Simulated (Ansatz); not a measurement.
TiO2 (Anatase), computed twice by G0W0.

```xyz
6
Lattice="-1.8921 1.8921 4.7573 1.8921 -1.8921 4.7573 1.8921 1.8921 -4.7573" Properties=species:S:1:pos:R:3 pbc="T T T"
Ti    0.0000    0.0000    0.0000
Ti    0.0000    1.8921    2.3786
O     0.0000    0.0000    1.9800
O     0.0000    1.8921    4.3586
O     0.0000    1.8921    0.3987
O     0.0000    0.0000    7.5346
```

The cell and positions come from the Crystallography Open Database and are kept as given unless a step says otherwise. PAW set soft_2, made with PBE.

The first (Ansatz 0.2.0; start PBE with 10 % exact exchange, 6×6×6 mesh, 284 empty bands, screening to 150 eV; 1 × NVIDIA H100 80GB HBM3 (shared by 3 runs) with 3 threads of AMD EPYC 7R13 (Zen 3), shared host) gave, on its mesh: starting gap 3.02 eV, G0W0 gap 3.90 eV, RPA ε∞ (mean) 5.30, 1.9 min.

The second changes start from PBE with 10 % exact exchange to PBE with 90 % exact exchange. What does it give?

It gave: starting gap 11.51 eV, G0W0 gap 5.60 eV, RPA ε∞ (mean) 2.44, 58 s. The G0W0 gap moves by +1.70 eV, +8.49 eV from the start and −6.78 eV from the correction. Σc changes by −1.37 eV at the valence top and +1.77 eV at the conduction bottom, and Σx − Vxc between them by −9.92 eV.

Limits: not at the basis limit.

[Paths, hosts, dates, memory and timing lines, banners, echoed tables and standing remarks are left out of the program output.]

[Logs are printed without paths, hosts, clocks, repeated set-up lines and the standing remarks that a program may print on its own settings, such as how far it seeks lower states.]

[Runs of the session that timed out or met a known fault of the program may be left out.]

[Cells called generated may have been cut or substituted from an entry of the Crystallography Open Database or the Materials Project.]

[Hosts, paths, dates, database ids (printed as entryN), source tags and the programs' standing remarks are cut or masked in the printed files.]
